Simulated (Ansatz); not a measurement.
# CdSe (F-43m): a many-body input that goes wrong, and its mend

A first try at the G0W0 gap of CdSe (F-43m), what the program said, and an input that works.

Main program and level: Ansatz 0.2.0; G0W0 on PBE, plane waves, PAW; PAW set soft_1.

## (1) Starting point

The structure is cubic, space group F-43m (No. 216). Conventional cell: a = 6.050 Å, b = 6.050 Å, c = 6.050 Å, α = 90.00°, β = 90.00°, γ = 90.00°. Cd has 4 Se at 2.62 Å nearest. Nearest to Se lie 4 Cd at 2.62 Å. Farther neighbours and most contacts between anions are not listed.

Geometry: measured lattice cell, ions relaxed with PBE; the structure entry is the Materials Project's. The runs that relaxed it are not among those shown.

## (2) First try

Input file input.yaml:

```yaml
crystal:
  lattice:
    - [0.0, 3.025, 3.025]
    - [3.025, 0.0, 3.025]
    - [3.025, 3.025, 0.0]
  atoms:
    - { symbol: Cd, position: [0.0, 0.0, 0.0] }
    - { symbol: Se, position: [0.75, 0.75, 0.75] }
kpoints:
  mp_grid: { grid: [2, 2, 2] }
hamiltonian:
  xc: pbe
  pseudopotentials: { kind: paw, azcp: { folder: soft_1 } }
scf:
  occupations: { method: fixed }
gw:
  n_empty_bands: 89
  ecut_chi: 80
  qp_bands: [v2, c2]
  qp_kpoints: band_edges
  screening: { model: contour_deformation }
```

On the command line:

```sh
> ansatz run input.yaml --threads 3 --pin off --max-ram 92160MiB --backend cuda --events-out ev --progress --plain --runs-dir out --devices 1 --max-vram 13GiB
```

Numbers of over 12 decimals in the logs are rounded to 6 here.

What it wrote:

```text
GPUs: using 1 of 1 available (devices: 1).
Engine: ansatz 0.2.0, x86_64-unknown-linux-gnu
Pseudopotentials: kind: paw
Pseudopotential: Cd, paw, valence charge 20, recommended cutoff 420 eV (normal), soft_1/Cd.paw.azcp
Pseudopotential: Se, paw, valence charge 16, recommended cutoff 420 eV (normal), soft_1/Se.paw.azcp
Functional definition: PBE
  parameter kappa = 0.804
  parameter beta = 0.066725
  exchange = pbe_x(kappa = kappa, mu = beta*pi^2/3)
  correlation = pbe_c(beta = beta)
device memory: the entry about to start is reckoned to put 1.0 GiB on a device that reports 66.2 GiB free (of which the cap on the GPU budget leaves the run 13.0 GiB)
GPU FFT provider: cuFFT
GPU libraries: cuBLAS 13.8.2, cuFFT 12.4.0, cuSOLVER 12.3.4
Crystal: 2 atoms, lattice volume = 55.361 Å³
Basis set: ecut = 420 eV, 1067 PW (Γ)
Bands: 22, of which v1, the nominal top of the filled ones, is band 18 counted from 1 (17 counted from 0)
Symmetry: 24 space group operations
Space group: F-43m (ITA 216), of the structure as read, at distance tolerance 3.8e-5 Å
k-points: 3 of 8
Non-local potential: Cd, projectors of the file, l = 0: 3, l = 1: 2, l = 2: 2, l = 3: 1
Non-local potential: Se, projectors of the file, l = 0: 2, l = 1: 2, l = 2: 3, l = 3: 1
PAW form: soft (Blöchl's): semilocal exchange-correlation on the pseudo side does not see the compensation charge
PAW one-centre angular grid: Cd, 590 points (default); XC on 64 Gauss nodes
PAW one-centre angular grid: Se, 590 points (default); XC on 64 Gauss nodes
Initial density: superposition of atomic densities (chi_scale 0.1, normalization cell, long waves kept (reshape's long-wave potential 0.00 eV rms))
Initial wavefunctions: pseudopotential atomic-orbital guess
GPU buffer pool allocated for 27000 grid points (all kernels)
GPU transforms: local potential and band sums: pruned to the plane-wave sphere, on 30×30×30
Functional: x = pbe(κ = 0.804, μ = 0.219515), c = pbe(β = 0.066725)
SCF iter   1: F=—  HF=-13724.070172 eV  |F-HF|=—  |Δ(HF+E_count)|=         —  Δρ=5.15e-2  dr2=1.16e0  ethr=3.10e-3  ⟨swp⟩=4.7  Hψ=247  notcnv=0  defer=3
preconditioner: auto → none  [insulator: Δε(μ)=0.324 eV  Ē_g=12.892 eV  n_scr=14 (ndim 8)  ℏωp=21.2 eV  f_vac=0.159  ε∞_Penn≈3.7]
SCF iter   2: F=—  HF=-13723.719574 eV  |F-HF|=—  |Δ(HF+E_count)|=   3.51e-1  Δρ=1.97e-2  dr2=1.55e-1  ethr=3.10e-3  ⟨swp⟩=2.7  Hψ=127  notcnv=0  defer=2
SCF iter   3: F=—  HF=-13723.681463 eV  |F-HF|=—  |Δ(HF+E_count)|=   3.81e-2  Δρ=9.03e-3  dr2=2.86e-2  ethr=4.31e-4  ⟨swp⟩=2.7  Hψ=109  notcnv=0  defer=3
SCF iter   4: F=—  HF=-13723.679761 eV  |F-HF|=—  |Δ(HF+E_count)|=   1.70e-3  Δρ=3.77e-3  dr2=5.28e-3  ethr=7.95e-5  ⟨swp⟩=2.7  Hψ=107  notcnv=0  defer=3
SCF iter   5: F=—  HF=-13723.679309 eV  |F-HF|=—  |Δ(HF+E_count)|=   4.52e-4  Δρ=7.72e-4  dr2=2.08e-4  ethr=1.47e-5  ⟨swp⟩=2.7  Hψ=113  notcnv=0  defer=3
SCF iter   6: F=—  HF=-13723.679397 eV  |F-HF|=—  |Δ(HF+E_count)|=   8.87e-5  Δρ=1.12e-4  dr2=5.96e-6  ethr=5.79e-7  ⟨swp⟩=2.0  Hψ=108  notcnv=0  defer=3
SCF iter   7: F=—  HF=-13723.679397 eV  |F-HF|=—  |Δ(HF+E_count)|=   4.09e-7  Δρ=1.68e-5  dr2=1.72e-7  ethr=1.66e-8  ⟨swp⟩=2.7  Hψ=122  notcnv=0  defer=1
SCF iter   8: F=-13723.679397 eV  HF=-13723.679397 eV  |F-HF|=4.55e-9  |Δ(HF+E_count)|=   3.54e-8  Δρ=1.97e-6  dr2=1.46e-9  ethr=2.78e-10  ⟨swp⟩=4.7  Hψ=224  notcnv=0
SCF 1 converged in 8 iterations: F = -13723.679397 eV  dr2 = 1.46e-9
[...]
device memory: the entry about to start is reckoned to put 1.4 GiB on a device that reports 65.8 GiB free (of which the cap on the GPU budget leaves the run 13.0 GiB)
NSCF: frozen V_eff on 3 k-points
[...]
device memory: the entry about to start is reckoned to put 2.3 GiB on a device that reports 65.4 GiB free (of which the cap on the GPU budget leaves the run 13.0 GiB)
NSCF: frozen V_eff on 3 k-points
G₀W₀ screening: q 1/3
[... further progress lines ...]
device memory: the entry about to start is reckoned to put 0.3 GiB on a device that reports 65.4 GiB free (of which the cap on the GPU budget leaves the run 13.0 GiB)
NSCF: frozen V_eff on 1 k-points
device memory: the entry about to start is reckoned to put 0.3 GiB on a device that reports 65.5 GiB free (of which the cap on the GPU budget leaves the run 13.0 GiB)
NSCF: frozen V_eff on 1 k-points
SCF converged after 8 iterations
Free energy (F): -13723.679397 eV
Harris-Foulkes:  -13723.679397 eV  (|F-HF|=4.55e-9)
Internal energy: -13723.679397 eV  (E = F + TS)
E sigma→0 (E₀):  -13723.679397 eV
Fermi energy:    7.851208 eV
--- Per-component energies (eV) ---
  E_band       = -880.328191
  E_kinetic    = 554.921420
  E_local      = -6596.236351  (includes V_loc(G=0)·N_el)
  E_nonlocal   = -234.199935
  E_hartree    = 3214.129009
  E_xc         = -242.868240
  E_vxc        = -288.029941  (∫ρ·V_xc dr)
  E_paw        = -6229.356267  (= ΣΔE_a)
  E_vpaw       = -745.040198  (= ΣTr[D̂ρ^β])
  E_aug_tail   = -0.000045  (compensation charges beyond the density's cutoff)
  E_ewald      = -4190.068988
  E_smearing   = -0.000000  (= −TS)
  E_closure    = -0.000000  (closes the sum)
  Σ components = -13723.679397   (vs F -13723.679397, Δ=0.00e0)
--- Band table (eV) ---
  k-point 0: bands = [... 14 lower, -0.1346, 7.8512, 7.8512, 7.8512, 8.3317, 13.5563, 13.5563, 13.5563]
  k-point 1: bands = [... 14 lower, 0.2083, 3.2451, 7.0546, 7.0546, 10.0822, 14.0852, 14.0852, 15.2364]
  k-point 2: bands = [... 14 lower, 0.2879, 3.5498, 5.8920, 5.8920, 10.7673, 11.4587, 17.0147, 18.0079]
--- G₀W₀: contour deformation, 8 samples at zero and on the imaginary axis and 1 off it, 8 q-points, 89 empty bands' worth ---
  eigenvalues of the whole cell's RPA ε∞ on this k-mesh (on a slab, of 1 + 4πα/V) = 464.5344, 464.5344, 464.5344; static W/v taken at q = 0 is 0.002153
  bands read: the sum over 107 bands ends inside a degenerate multiplet in 2 slots, whose members it reads at an even weight; the widest, k=0: bands 106 to 108 (counted from 1) at 2/3 each
  gw.qp_kpoints: band_edges: 3 of 3 stored k-points solved, in 1 pass; an edge of the gap read off the rows below is read off those points alone
    ik  band        ε_KS         Σx   Σc(E_QP)       V_xc       Z   E_QP_lin       E_QP  E_QP is
     0    17      7.8512   -20.7610     3.0543   -17.3750  0.7592     7.5173     7.5195  root
     0    18      7.8512   -20.7610     3.0543   -17.3750  0.7592     7.5173     7.5195  root
     0    19      8.3317    -8.0636    -4.6027   -12.8135  0.7799     8.4793     8.4789  root
     0    20     13.5563    -6.3000    -4.7984   -11.1572  0.7740    13.6152    13.6151  root
     1    17      7.0546   -19.4366     3.0708   -15.9650  0.7529     6.6499     6.6539  root
     1    18      7.0546   -19.4366     3.0708   -15.9650  0.7529     6.6499     6.6539  root
     1    19     10.0822    -7.6545    -4.6346   -12.4061  0.7786    10.1995    10.1992  root
     1    20     14.0852    -6.4295    -4.7518   -11.1882  0.7730    14.0921    14.0921  root
     2    17      5.8920   -17.6963     3.1411   -14.0820  0.7331     5.4098     5.4188  root
     2    18      5.8920   -17.6963     3.1411   -14.0820  0.7331     5.4098     5.4188  root
     2    19     10.7673    -5.7355    -4.2888    -9.7457  0.7881    10.4901    10.4887  root
     2    20     11.4587    -8.1581    -4.5307   -12.7769  0.7758    11.5469    11.5467  root
```

Wall time 8.8 s (1 × NVIDIA H100 80GB HBM3 (shared by 6 runs) with 3 threads of AMD EPYC 7R13 (Zen 3), shared host); peak memory 1 GiB.

Reading the cycles: dr2 is the Hartree energy of the density residual (eV), the measure of convergence; HF is the Harris–Foulkes estimate of the energy, which meets the free energy F at convergence.

**Diagnosis.**

The run ended normally, though the input holds a fault or crude settings.

The fault: G0W0 on a mesh far too coarse. So few points can't sample the density or the screening, and the band edges may lie elsewhere in the zone.

It printed a gap of 0.96 eV, which is an artefact of the settings.

## (3) A better input

Now the one-shot GW correction: screening in the RPA, then the self-energy of the levels asked for. This step takes PAW set soft_1 files.

input.yaml, as its differences from that of step 2:

```diff
@@ -9,3 +9,3 @@
 kpoints:
-  mp_grid: { grid: [2, 2, 2] }
+  mp_grid: { grid: [4, 4, 4] }
 hamiltonian:
@@ -16,4 +16,4 @@
 gw:
-  n_empty_bands: 89
-  ecut_chi: 80
+  n_empty_bands: 165
+  ecut_chi: 120
   qp_bands: [v2, c2]
```

What it wrote:

```text
GPUs: using 1 of 1 available (devices: 1).
[...]
GPU FFT provider: cuFFT
GPU libraries: cuBLAS 13.8.2, cuFFT 12.4.0, cuSOLVER 12.3.4
Crystal: 2 atoms, lattice volume = 55.361 Å³
Basis set: ecut = 420 eV, 1067 PW (Γ)
Bands: 22, of which v1, the nominal top of the filled ones, is band 18 counted from 1 (17 counted from 0)
Symmetry: 24 space group operations
[...]
k-points: 8 of 64 (time reversal used)
[...]
GPU buffer pool allocated for 27000 grid points (all kernels)
[...]
SCF iter   1: F=—  HF=-13725.299343 eV  |F-HF|=—  |Δ(HF+E_count)|=         —  Δρ=5.10e-2  dr2=1.37e0  ethr=3.10e-3  ⟨swp⟩=4.6  Hψ=648  notcnv=0  defer=13
[...]
SCF iter   7: F=-13724.782900 eV  HF=-13724.782900 eV  |F-HF|=4.78e-9  |Δ(HF+E_count)|=   6.30e-8  Δρ=2.77e-6  dr2=3.12e-9  ethr=2.78e-10  ⟨swp⟩=5.1  Hψ=698  notcnv=0
SCF 1 converged in 7 iterations: F = -13724.782900 eV  dr2 = 3.12e-9
[...]
0    19      8.1811    -8.9327    -3.7765   -12.7715  0.7460     8.2437     8.2434  root
     0    20     13.4797    -6.6315    -4.4582   -11.2093  0.7285    13.6002    13.5993  root
     1    17      7.1390   -19.4908     2.1847   -16.7577  0.7149     6.5606     6.5907  root
     1    18      7.1390   -19.4908     2.1847   -16.7577  0.7149     6.5606     6.5907  root
     1    19      9.8711    -8.8856    -3.9430   -12.9321  0.7391     9.9752     9.9746  root
     1    20     13.5269    -7.3359    -4.4780   -11.8829  0.7205    13.5961    13.5958  root
[...]
3    19     10.8801    -9.1805    -3.9945   -13.2694  0.7322    10.9750    10.9745  root
     3    20     11.7530    -6.9117    -4.1647   -11.1424  0.7397    11.8191    11.8189  root
     6    17      5.6451   -17.4452     2.5670   -14.2375  0.6985     4.9589     5.0043  root ?
     6    18      5.6451   -17.4452     2.5670   -14.2375  0.6985     4.9589     5.0043  root ?
     6    19     10.6548    -6.2623    -3.7288    -9.8753  0.7496    10.5398    10.5390  root
     6    20     11.3235    -8.6331    -4.1151   -12.8866  0.7367    11.4631    11.4618  root
[key lines of the parts left out:]
SCF converged after 7 iterations
Free energy (F): -13724.782900 eV
Fermi energy:    7.554551 eV
```

Run time: 14 s. Hardware: 1 × NVIDIA H100 80GB HBM3 (shared by 6 runs) with 3 threads; peak memory 1.1 GiB.

This step gave:

| Property | Result |
| --- | --- |
| bands summed | 183 |
| RPA ε∞ on this mesh (eigenvalues) | 37.56, 37.56, 37.56 |
| plane waves in the screening matrix | 169 |
| q-points in the mesh | 64 |
| G0W0 gap on the mesh | 1.205 eV |
| k of the valence top | 0, 0, 0 |
| k of the conduction bottom | 0, 0, 0 |
| starting gap on the mesh | 0.6266 eV |
| Z at the valence top | 0.7175 |
| Z at the conduction bottom | 0.7460 |
| least direct G0W0 gap on the computed points | 1.205 eV |

The gap on the mesh goes from 0.63 eV to 1.20 eV, a correction of +0.58 eV. Between the two edge states, bare exchange in place of the xc potential would open the gap by 6.46 eV, and correlation takes back 5.88 eV.

## (4) Results

```
first try  : converged after 8.8 s
better run : G0W0 gap on the mesh 1.20 eV (4×4×4 mesh, 165 empty bands, screening to 120 eV, PAW set soft_1 files)
```

What this shows: The second run differs in: mesh, empty bands and screening cutoff (eV). Bands and cutoff are finite, so the gap is not at the basis limit. The miss can reach some tenths of an eV and take either sign; the mesh is an error of its own. The 4×4×4 mesh is coarse for this cell (its supercell is 17 Å along the shortest edge). The RPA ε∞ on it, from the PBE start, is 37.56; such meshes misread the long-range screening, most where the gap is narrow. The RPA ε∞ on this mesh reaches over 25; with a narrow direct gap a coarse mesh can overstate it, and the correction is then too small. The many-body steps are scalar-relativistic: spin-orbit coupling is not in them.

[Paths, hosts, dates, memory and timing lines, banners, echoed tables and standing remarks are left out of the program output.]

[Logs are printed without paths, hosts, clocks, repeated set-up lines and the standing remarks that a program may print on its own settings, such as how far it seeks lower states.]

[Runs of the session that timed out or met a known fault of the program may be left out.]

[Cells called generated may have been cut or substituted from an entry of the Crystallography Open Database or the Materials Project.]

[Hosts, paths, dates, database ids (printed as entryN), source tags and the programs' standing remarks are cut or masked in the printed files.]
